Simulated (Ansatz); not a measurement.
# GePd4 quenched from the melt in DFT dynamics (110 atoms): atom by atom

The starting structure: 110 atoms (22 Ge, 88 Pd) packed at random in a cube at 10.3 g/cm³ and pushed apart as soft spheres; a start for melting by ab initio MD, not an equilibrated structure. The starting density is a measured one.

Geometry: the relaxed cell after the quench. Computed with Ansatz 0.2.0: Kohn-Sham DFT, PBE, PAW (set soft_2), plane waves; cutoff 420 eV, k-mesh 2×2×2, fermi-dirac smearing of 0.05 eV; density 10.5 g/cm³.

Cell vectors (Å):

```
11.696 0.046 0.055
0.046 12.202 -0.102
0.055 -0.102 12.107
```

Positions (Å):

```
1 Ge 7.730 8.563 5.934
2 Ge 9.496 4.663 8.674
3 Ge 7.457 5.945 2.996
4 Ge 0.753 8.626 5.604
5 Ge 1.771 10.277 2.368
6 Ge 6.283 5.720 10.041
7 Ge 5.162 8.418 0.843
8 Ge 7.338 12.084 0.844
9 Ge 7.073 2.422 7.156
10 Ge 3.564 4.841 1.671
11 Ge 3.039 10.527 9.590
12 Ge 10.378 0.520 4.686
13 Ge 10.945 12.128 8.193
14 Ge 8.085 9.844 10.387
15 Ge 9.469 9.656 2.640
16 Ge 0.382 3.066 2.940
17 Ge 2.202 6.536 10.559
18 Ge 6.534 2.762 12.039
19 Ge 3.576 2.383 9.160
20 Ge 4.416 6.555 6.423
21 Ge 5.084 2.338 3.713
22 Ge 4.883 11.031 5.214
23 Pd 9.790 8.348 11.520
24 Pd 0.178 3.338 5.357
25 Pd 5.231 8.634 5.199
26 Pd 5.157 6.866 2.787
27 Pd 10.179 5.637 12.064
28 Pd 8.918 0.798 6.601
29 Pd 9.200 6.440 6.849
30 Pd 2.802 7.432 4.606
31 Pd 11.433 10.551 3.992
32 Pd 9.520 11.292 11.746
33 Pd 1.925 4.265 9.593
34 Pd 2.754 9.321 0.098
35 Pd 6.110 7.664 7.925
36 Pd 4.081 9.528 2.776
37 Pd 1.086 11.229 10.974
38 Pd 10.683 10.107 9.536
39 Pd 8.670 4.221 1.733
40 Pd 11.143 2.308 7.973
41 Pd 8.644 8.911 8.161
42 Pd 9.287 3.623 6.437
43 Pd 11.247 7.995 7.682
44 Pd 6.337 0.810 5.296
45 Pd 0.449 8.010 3.023
46 Pd 2.492 2.530 1.810
47 Pd 6.695 0.608 10.832
48 Pd 9.472 7.325 2.020
49 Pd 7.385 1.765 2.663
50 Pd 8.144 4.274 11.022
51 Pd 2.493 5.031 6.266
52 Pd 11.380 5.466 2.372
53 Pd 8.414 11.724 8.846
54 Pd 1.524 4.889 0.196
55 Pd 7.094 3.570 4.791
56 Pd 1.995 4.932 3.532
57 Pd 0.472 7.493 0.255
58 Pd 6.755 10.649 6.869
59 Pd 11.413 10.049 1.070
60 Pd 11.073 3.228 0.791
61 Pd 4.564 4.755 4.457
62 Pd 8.576 2.277 9.172
63 Pd 5.875 4.115 1.993
64 Pd 7.310 8.502 3.433
65 Pd 3.994 9.881 7.371
66 Pd 6.388 8.151 10.757
67 Pd 11.452 6.466 9.909
68 Pd 5.515 0.714 8.205
69 Pd 2.284 7.516 7.487
70 Pd 2.797 2.538 4.700
71 Pd 0.615 0.414 6.175
72 Pd 7.032 4.885 7.737
73 Pd 3.778 0.203 3.524
74 Pd 5.024 1.279 1.236
75 Pd 11.743 5.031 7.654
76 Pd 4.236 5.432 8.667
77 Pd 4.039 3.282 11.672
78 Pd 7.613 9.526 0.879
79 Pd 9.407 5.387 4.295
80 Pd 7.198 6.468 0.549
81 Pd 6.323 11.218 2.914
82 Pd 3.921 0.425 10.679
83 Pd 1.585 1.981 11.277
84 Pd 5.901 3.155 9.586
85 Pd 1.721 0.508 8.881
86 Pd 3.928 8.137 9.674
87 Pd 4.721 3.134 6.800
88 Pd 5.159 10.835 0.198
89 Pd 1.254 10.263 7.572
90 Pd 9.497 12.124 2.325
91 Pd 6.777 6.286 5.373
92 Pd 4.435 6.156 11.743
93 Pd 3.379 0.437 6.464
94 Pd 2.005 2.687 7.324
95 Pd 8.804 1.868 0.170
96 Pd 2.658 7.128 1.765
97 Pd 9.722 2.642 3.762
98 Pd 10.856 1.001 10.473
99 Pd 0.163 6.234 5.212
100 Pd 2.649 12.067 0.920
101 Pd 1.033 0.685 3.456
102 Pd 5.722 10.502 9.479
103 Pd 10.309 10.449 6.578
104 Pd 11.034 3.723 10.302
105 Pd 8.415 10.893 4.649
106 Pd 1.216 8.709 9.920
107 Pd 8.577 6.690 9.705
108 Pd 2.377 10.407 4.924
109 Pd 11.619 0.675 1.010
110 Pd 9.920 8.223 4.797
```

**Question.** What intrinsic-atomic-orbital charge does each atom carry?

Charges in e, in the order of the atoms, ten a line:

```
-0.109 -0.059 -0.110 -0.081 -0.102 -0.148 -0.149 -0.059 -0.121 -0.097
-0.076 -0.085 -0.058 -0.095 -0.120 -0.018 -0.066 -0.083 -0.099 -0.102
-0.093 -0.129 -0.035 -0.050 +0.070 +0.058 -0.087 +0.067 -0.001 +0.012
+0.124 +0.022 +0.045 +0.046 +0.020 +0.064 -0.022 +0.019 -0.025 -0.002
+0.030 +0.037 -0.036 +0.079 +0.006 +0.040 +0.021 +0.041 +0.017 +0.073
-0.049 -0.042 +0.010 +0.053 +0.019 +0.050 -0.060 +0.023 +0.040 -0.007
+0.026 +0.010 +0.135 +0.068 +0.023 +0.088 +0.002 +0.008 +0.032 -0.007
+0.013 +0.081 +0.052 +0.042 -0.050 +0.090 +0.050 +0.101 -0.015 +0.019
+0.004 +0.031 -0.081 +0.092 +0.054 +0.027 +0.047 +0.026 +0.039 +0.088
+0.078 +0.121 -0.028 -0.037 +0.004 +0.013 +0.032 -0.021 -0.034 -0.026
+0.043 -0.015 +0.045 -0.028 +0.036 +0.035 +0.044 +0.065 -0.096 +0.058
```

Forces are small here, 0.011 eV/Å r.m.s.

[Logs are printed without paths, hosts, clocks, repeated set-up lines and the standing remarks that a program may print on its own settings, such as how far it seeks lower states.]

[Hosts, paths, dates, database ids (printed as entryN), source tags and the programs' standing remarks are cut or masked in the printed files.]
